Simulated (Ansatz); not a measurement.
## Which site? a vacancy of C in (5,5) carbon nanotube bundle (80 atoms)

Aim: make a vacancy of C at several sites of (5,5) carbon nanotube bundle (80 atoms), relax each, and compare their energies.

Method: Kohn-Sham DFT, PBE+D4, PAW (set soft_2), plane waves, in Ansatz 0.2.0.

## (1) The starting structure

The cell holds 80 atoms: 80 C. Cell: a = 10.081 Å, b = 10.081 Å, c = 9.721 Å, α = 90.0°, β = 90.0°, γ = 120.0°. It derives from C (graphene). Graphene sheet (a = 2.46 Å) rolled into a (5,5) tube of diameter 6.78 Å, 4 periods, hexagonal bundle with 3.3 Å between walls; minimised with a classical potential (one cell length free).

## (2) Single point at the start

The forces at the start show how far the geometry lies from a minimum of this functional.

Input file input.yaml:

```yaml
crystal:
  lattice:
    - [10.08135, 0.0, 0.0]
    - [-5.04067, 8.7307, 0.0]
    - [0.0, 0.0, 9.72051]
  atoms:
    - { symbol: C, position: [0.37024, 0.08051, 0.13115] }
    - { symbol: C, position: [0.38666, 0.15742, 0.00615] }
    - { symbol: C, position: [0.36773, 0.28642, 0.00615] }
    - { symbol: C, position: [0.33426, 0.33344, 0.13115] }
    - { symbol: C, position: [0.22693, 0.3837, 0.13115] }
    - { symbol: C, position: [0.15677, 0.3837, 0.25615] }
    - { symbol: C, position: [0.99918, 0.33344, 0.00615] }
    - { symbol: C, position: [0.91869, 0.28642, 0.13115] }
    - { symbol: C, position: [0.77076, 0.15742, 0.13115] }
    - { symbol: C, position: [0.71027, 0.08051, 0.25615] }
    - { symbol: C, position: [0.62976, 0.91949, 0.00615] }
    - { symbol: C, position: [0.61334, 0.84258, 0.13115] }
    - { symbol: C, position: [0.63227, 0.71358, 0.13115] }
    - { symbol: C, position: [0.66574, 0.66656, 0.25615] }
    - { symbol: C, position: [0.77307, 0.6163, 0.25615] }
    - { symbol: C, position: [0.84323, 0.6163, 0.13115] }
    - { symbol: C, position: [0.00082, 0.66656, 0.13115] }
    - { symbol: C, position: [0.08131, 0.71358, 0.25615] }
    - { symbol: C, position: [0.22924, 0.84258, 0.25615] }
    - { symbol: C, position: [0.28973, 0.91949, 0.13115] }
    - { symbol: C, position: [0.37024, 0.08051, 0.38115] }
    - { symbol: C, position: [0.38666, 0.15742, 0.25615] }
    - { symbol: C, position: [0.36773, 0.28642, 0.25615] }
    - { symbol: C, position: [0.33426, 0.33344, 0.38115] }
    - { symbol: C, position: [0.22693, 0.3837, 0.38115] }
    - { symbol: C, position: [0.15677, 0.3837, 0.50615] }
    - { symbol: C, position: [0.99918, 0.33344, 0.25615] }
    - { symbol: C, position: [0.91869, 0.28642, 0.38115] }
    - { symbol: C, position: [0.77076, 0.15742, 0.38115] }
    - { symbol: C, position: [0.71027, 0.08051, 0.50615] }
    - { symbol: C, position: [0.62976, 0.91949, 0.25615] }
    - { symbol: C, position: [0.61334, 0.84258, 0.38115] }
    - { symbol: C, position: [0.63227, 0.71358, 0.38115] }
    - { symbol: C, position: [0.66574, 0.66656, 0.50615] }
    - { symbol: C, position: [0.77307, 0.6163, 0.50615] }
    - { symbol: C, position: [0.84323, 0.6163, 0.38115] }
    - { symbol: C, position: [0.00082, 0.66656, 0.38115] }
    - { symbol: C, position: [0.08131, 0.71358, 0.50615] }
    - { symbol: C, position: [0.22924, 0.84258, 0.50615] }
    - { symbol: C, position: [0.28973, 0.91949, 0.38115] }
    - { symbol: C, position: [0.37024, 0.08051, 0.63115] }
    - { symbol: C, position: [0.38666, 0.15742, 0.50615] }
    - { symbol: C, position: [0.36773, 0.28642, 0.50615] }
    - { symbol: C, position: [0.33426, 0.33344, 0.63115] }
    - { symbol: C, position: [0.22693, 0.3837, 0.63115] }
    - { symbol: C, position: [0.15677, 0.3837, 0.75615] }
    - { symbol: C, position: [0.99918, 0.33344, 0.50615] }
    - { symbol: C, position: [0.91869, 0.28642, 0.63115] }
    - { symbol: C, position: [0.77076, 0.15742, 0.63115] }
    - { symbol: C, position: [0.71027, 0.08051, 0.75615] }
    - { symbol: C, position: [0.62976, 0.91949, 0.50615] }
    - { symbol: C, position: [0.61334, 0.84258, 0.63115] }
    - { symbol: C, position: [0.63227, 0.71358, 0.63115] }
    - { symbol: C, position: [0.66574, 0.66656, 0.75615] }
    - { symbol: C, position: [0.77307, 0.6163, 0.75615] }
    - { symbol: C, position: [0.84323, 0.6163, 0.63115] }
    - { symbol: C, position: [0.00082, 0.66656, 0.63115] }
    - { symbol: C, position: [0.08131, 0.71358, 0.75615] }
    - { symbol: C, position: [0.22924, 0.84258, 0.75615] }
    - { symbol: C, position: [0.28973, 0.91949, 0.63115] }
    - { symbol: C, position: [0.37024, 0.08051, 0.88115] }
    - { symbol: C, position: [0.38666, 0.15742, 0.75615] }
    - { symbol: C, position: [0.36773, 0.28642, 0.75615] }
    - { symbol: C, position: [0.33426, 0.33344, 0.88115] }
    - { symbol: C, position: [0.22693, 0.3837, 0.88115] }
    - { symbol: C, position: [0.15677, 0.3837, 0.00615] }
    - { symbol: C, position: [0.99918, 0.33344, 0.75615] }
    - { symbol: C, position: [0.91869, 0.28642, 0.88115] }
    - { symbol: C, position: [0.77076, 0.15742, 0.88115] }
    - { symbol: C, position: [0.71027, 0.08051, 0.00615] }
    - { symbol: C, position: [0.62976, 0.91949, 0.75615] }
    - { symbol: C, position: [0.61334, 0.84258, 0.88115] }
    - { symbol: C, position: [0.63227, 0.71358, 0.88115] }
    - { symbol: C, position: [0.66574, 0.66656, 0.00615] }
    - { symbol: C, position: [0.77307, 0.6163, 0.00615] }
    - { symbol: C, position: [0.84323, 0.6163, 0.88115] }
    - { symbol: C, position: [0.00082, 0.66656, 0.88115] }
    - { symbol: C, position: [0.08131, 0.71358, 0.00615] }
    - { symbol: C, position: [0.22924, 0.84258, 0.00615] }
    - { symbol: C, position: [0.28973, 0.91949, 0.88115] }
kpoints:
  mp_grid: { grid: [2, 2, 2] }
hamiltonian:
  xc: pbe
  dispersion: d4
scf:
  occupations: { method: fermi_dirac, width: 0.025 }
output:
  forces: true
```

On the command line:

```sh
> ansatz run input.yaml --threads 8 --pin off --max-ram 15872MiB --backend cpu --events-out ev --progress --plain --runs-dir out
```

Numbers of over 12 decimals in the logs are rounded to 6 here.

The log of the run:

```text
Engine: ansatz 0.2.0, aarch64-unknown-linux-gnu
Pseudopotentials: kind: paw
Pseudopotential: C, paw, valence charge 4, recommended cutoff 420 eV (normal), C.paw.azcp
[... 5 lines on functional and potentials left out ...]
Crystal: 80 atoms, lattice volume = 855.572 Å³
Basis set: ecut = 420 eV, 16749 PW (Γ), exchange–correlation on 144×144×144 points (8 copies of the dense FFT grid, shifted against one another)
Bands: 240, of which v1, the nominal top of the filled ones, is band 160 counted from 1 (159 counted from 0)
Symmetry: 32 space group operations
Space group: Cmcm (ITA 63), of the structure as read, at distance tolerance 9.5e-5 Å
k-points: 6 of 8
[... 3 lines on functional and potentials left out ...]
Initial density: superposition of atomic densities (neutral atoms: chi_scale 0, normalization atom), corrected by the library's trained network
Initial wavefunctions: pseudopotential atomic-orbital guess
Functional: x = pbe(κ = 0.804, μ = 0.219515), c = pbe(β = 0.066725)
SCF iter   1: F=—  HF=-20071.940258 eV  |F-HF|=—  |Δ(HF+E_count)|=         —  Δρ=4.88e-3  dr2=1.58e-1  ethr=1.77e-3  ⟨swp⟩=7.2  Hψ=6536  notcnv=0  defer=312
preconditioner: auto → Resta (q_TF=auto, 2.316 Å⁻¹)  ε∞=3.2  [insulator: Δε(μ)=1.190 eV  Ē_g=15.310 eV  σ=0.025 eV  W_gap=1.00  n_scr=198 (ndim 8)  ℏωp=22.7 eV  f_vac=0.207  D(μ)=0.00/eV (n_scr^D=0)  ε∞_Penn≈3.2  vacuum switching on, ρ_ref=1.7e-2 e/Å³]
SCF iter   2: F=—  HF=-20071.983798 eV  |F-HF|=—  |Δ(HF+E_count)|=   4.35e-2  Δρ=2.45e-3  dr2=3.47e-2  ethr=4.92e-5  ⟨swp⟩=2.3  Hψ=2474  notcnv=0  defer=438
SCF iter   3: F=—  HF=-20072.006410 eV  |F-HF|=—  |Δ(HF+E_count)|=   2.26e-2  Δρ=6.78e-4  dr2=5.45e-3  ethr=1.08e-5  ⟨swp⟩=2.0  Hψ=1613  notcnv=0  defer=114
automatic band count: iteration 3 solves 186 bands in place of 240: the levels show a gap, and the empty bands left out lie too high to hold charge; the band table lists the bands solved (type scf.n_extra_bands for more)
SCF iter   4: F=—  HF=-20072.007801 eV  |F-HF|=—  |Δ(HF+E_count)|=   1.39e-3  Δρ=2.26e-4  dr2=1.01e-3  ethr=1.70e-6  ⟨swp⟩=2.0  Hψ=1726  notcnv=0  defer=114
SCF iter   5: F=—  HF=-20072.007844 eV  |F-HF|=—  |Δ(HF+E_count)|=   4.33e-5  Δρ=9.27e-5  dr2=1.04e-4  ethr=3.16e-7  ⟨swp⟩=2.0  Hψ=1677  notcnv=0  defer=114
SCF iter   6: F=—  HF=-20072.007954 eV  |F-HF|=—  |Δ(HF+E_count)|=   1.10e-4  Δρ=3.15e-5  dr2=1.10e-5  ethr=3.24e-8  ⟨swp⟩=2.0  Hψ=1702  notcnv=0  defer=114
SCF iter   7: F=—  HF=-20072.007866 eV  |F-HF|=—  |Δ(HF+E_count)|=   8.79e-5  Δρ=6.96e-6  dr2=5.24e-7  ethr=3.44e-9  ⟨swp⟩=2.0  Hψ=1883  notcnv=0  defer=114
SCF iter   8: F=—  HF=-20072.007867 eV  |F-HF|=—  |Δ(HF+E_count)|=   2.32e-7  Δρ=3.25e-6  dr2=1.06e-7  ethr=3.13e-11  ⟨swp⟩=4.7  Hψ=4047  notcnv=0
SCF iter   9: F=-20072.007867 eV  HF=-20072.007867 eV  |F-HF|=2.00e-9  |Δ(HF+E_count)|=   1.21e-8  Δρ=5.79e-7  dr2=2.33e-9  ethr=3.13e-11  ⟨swp⟩=4.0  Hψ=3565  notcnv=0
SCF 1 converged in 9 iterations: F = -20072.007867 eV  dr2 = 2.33e-9
  greatest PAW one-centre occupation: 0.681 electrons in one spin orbital (limit 2), on the C atom at site 73 (counted from 0), in its partial waves of l = 0
SCF converged after 9 iterations
Free energy (F): -20072.007867 eV
Harris-Foulkes:  -20072.007867 eV  (|F-HF|=2.00e-9)
Internal energy: -20072.007867 eV  (E = F + TS)
E sigma→0 (E₀):  -20072.007867 eV
Fermi energy:    5.214358 eV
--- Per-component energies (eV) ---
  E_band       = -1345.428188
  E_kinetic    = 7369.704444
  E_local      = -19206.167439  (includes V_loc(G=0)·N_el)
  E_nonlocal   = 2208.487768
  E_hartree    = 6810.677045
  E_xc         = -3862.789923
  E_vxc        = -4783.786517  (∫ρ·V_xc dr)
  E_paw        = -7956.353091  (= ΣΔE_a)
  E_vpaw       = -555.020680  (= ΣTr[D̂ρ^β])
  E_aug_tail   = 0.000696  (compensation charges beyond the density's cutoff)
  E_ewald      = -5423.920434
  E_disp       = -11.646932  (pairwise vdW)
  E_smearing   = -0.000000  (= −TS)
  E_closure    = 0.000000  (closes the sum)
  Σ components = -20072.007867   (vs F -20072.007867, Δ=0.00e0)
--- Forces (eV/Å), atoms counted from 1 ---
  atom   1  C      0.32878235     0.01387522    -0.00000000
  atom   2  C      0.22539298     0.14804891    -0.00000000
  atom   3  C      0.27765323     0.17404926    -0.00000000
  atom   4  C      0.09886658     0.33835674     0.00000000
  atom   5  C      0.09541924     0.28182473    -0.00000000
  atom   6  C     -0.09541908     0.28182479     0.00000000
  atom   7  C     -0.09886639     0.33835679    -0.00000000
  atom   8  C     -0.27765313     0.17404942    -0.00000000
  atom   9  C     -0.22539290     0.14804904    -0.00000000
  atom  10  C     -0.32878234     0.01387541    -0.00000000
  atom  11  C     -0.32878235    -0.01387522    -0.00000000
  atom  12  C     -0.22539298    -0.14804891    -0.00000000
  atom  13  C     -0.27765323    -0.17404926     0.00000000
  atom  14  C     -0.09886658    -0.33835674     0.00000000
[...]
atom  79  C      0.22539290    -0.14804904    -0.00000000
  atom  80  C      0.32878234    -0.01387541    -0.00000000
  max |Σ_I F_I| component: 1.63e-16 eV/Å
```

The job ended after 8.7 s (8 threads of Arm Neoverse V2, shared host; peak memory 5.5 GiB).

The r.m.s. force at the start is 0.18 eV/Å.

## (3) Relaxation

With the cell held, the atoms are moved downhill towards a nearby minimum.

Input file input.yaml:

```yaml
crystal:
  lattice:
    - [10.08135, 0.0, 0.0]
    - [-5.04067, 8.7307, 0.0]
    - [0.0, 0.0, 9.72051]
  atoms:
    [... the 80 atom lines of step 2 ...]
kpoints:
  mp_grid: { grid: [2, 2, 2] }
hamiltonian:
  xc: pbe
  dispersion: d4
scf:
  occupations: { method: fermi_dirac, width: 0.025 }
output:
  forces: true
relax:
  f_tol: 0.05
  max_steps: 120
```

The log of the run:

```text
[...]
Crystal: 80 atoms, lattice volume = 855.572 Å³
Basis set: ecut = 420 eV, 16749 PW (Γ), exchange–correlation on 144×144×144 points (8 copies of the dense FFT grid, shifted against one another)
Bands: 240, of which v1, the nominal top of the filled ones, is band 160 counted from 1 (159 counted from 0)
Symmetry: 32 space group operations
[...]
k-points: 6 of 8
[...]
SCF iter   1: F=—  HF=-20071.940258 eV  |F-HF|=—  |Δ(HF+E_count)|=         —  Δρ=4.88e-3  dr2=1.58e-1  ethr=1.77e-3  ⟨swp⟩=7.2  Hψ=6536  notcnv=0  defer=312
[...]
SCF iter   5: F=—  HF=-20072.007843 eV  |F-HF|=—  |Δ(HF+E_count)|=   6.16e-5  Δρ=9.30e-5  dr2=1.05e-4  ethr=3.21e-7  ⟨swp⟩=2.0  Hψ=1677  notcnv=0  defer=438
SCF iter   6: F=-20072.007862 eV  HF=-20072.007863 eV  |F-HF|=8.36e-7  |Δ(HF+E_count)|=   2.00e-5  Δρ=3.16e-5  dr2=1.12e-5  ethr=1.95e-8  ⟨swp⟩=2.8  Hψ=4126  notcnv=0
SCF 1 converged in 6 iterations: F = -20072.007862 eV  dr2 = 1.12e-5
[...]
relax step   1: F+E_penalty+E_count = -20072.00786246 eV  Δ(F+E_penalty+E_count) = +0.000e0 eV  max|allowed force component| = 3.382e-1 eV/Å  Δτ_max = 0.0000 Å  (6 SCF iters, dr2 threshold 6.25e-5 eV, accepted)
[...]
relax step   2: F+E_penalty+E_count = -20072.66370233 eV  Δ(F+E_penalty+E_count) = -6.558e-1 eV  max|allowed force component| = 8.069e-2 eV/Å  Δτ_max = 0.0496 Å  (7 SCF iters, dr2 threshold 7.15e-6 eV, accepted)
[...]
relax step   3: F+E_penalty+E_count = -20072.70048139 eV  Δ(F+E_penalty+E_count) = -3.678e-2 eV  max|allowed force component| = 1.830e-2 eV/Å  Δτ_max = 0.0163 Å  (7 SCF iters, accepted)
SCF converged after 7 iterations
Free energy (F): -20072.700481 eV
[...]
Internal energy: -20072.700481 eV  (E = F + TS)
E sigma→0 (E₀):  -20072.700481 eV
Fermi energy:    5.112819 eV
[...]
Σ components = -20072.700481   (vs F -20072.700481, Δ=0.00e0)
--- Forces (eV/Å), atoms counted from 1 ---
  atom   1  C     -0.00100912     0.01830399     0.00000000
  atom   2  C      0.00731992    -0.01669474    -0.00000000
  atom   3  C     -0.01170542     0.00809048     0.00000000
  atom   4  C      0.01203190    -0.00601794     0.00000000
[...]
atom  80  C     -0.00100913    -0.01830399    -0.00000000
  max |Σ_I F_I| component: 6.94e-17 eV/Å
--- Relaxed structure (3 steps of the walk, 3 accepted, 0 SCFs on fresh bases) ---
  F+E_penalty+E_count = -20072.70048139 eV   max|allowed force component| = 1.830e-2 eV/Å
  atoms:
    - { symbol: C, position: [0.375341, 0.081538, 0.131150] }
    - { symbol: C, position: [0.392176, 0.160221, 0.00615] }
    - { symbol: C, position: [0.374070, 0.291499, 0.00615] }
    - { symbol: C, position: [0.340135, 0.340015, 0.131150] }
[...]
- { symbol: C, position: [0.293803, 0.918462, 0.881150] }
```

It took 24 s on 8 threads; peak memory 5.6 GiB.

The relaxation converged after 3 steps, 0.693 eV below its start, with a largest force component of 0.018 eV/Å.

(Part 1 of 3 ends here.)

[Logs are printed without paths, hosts, clocks, repeated set-up lines and the standing remarks that a program may print on its own settings, such as how far it seeks lower states.]

[Hosts, paths, dates, database ids (printed as entryN), source tags and the programs' standing remarks are cut or masked in the printed files.]
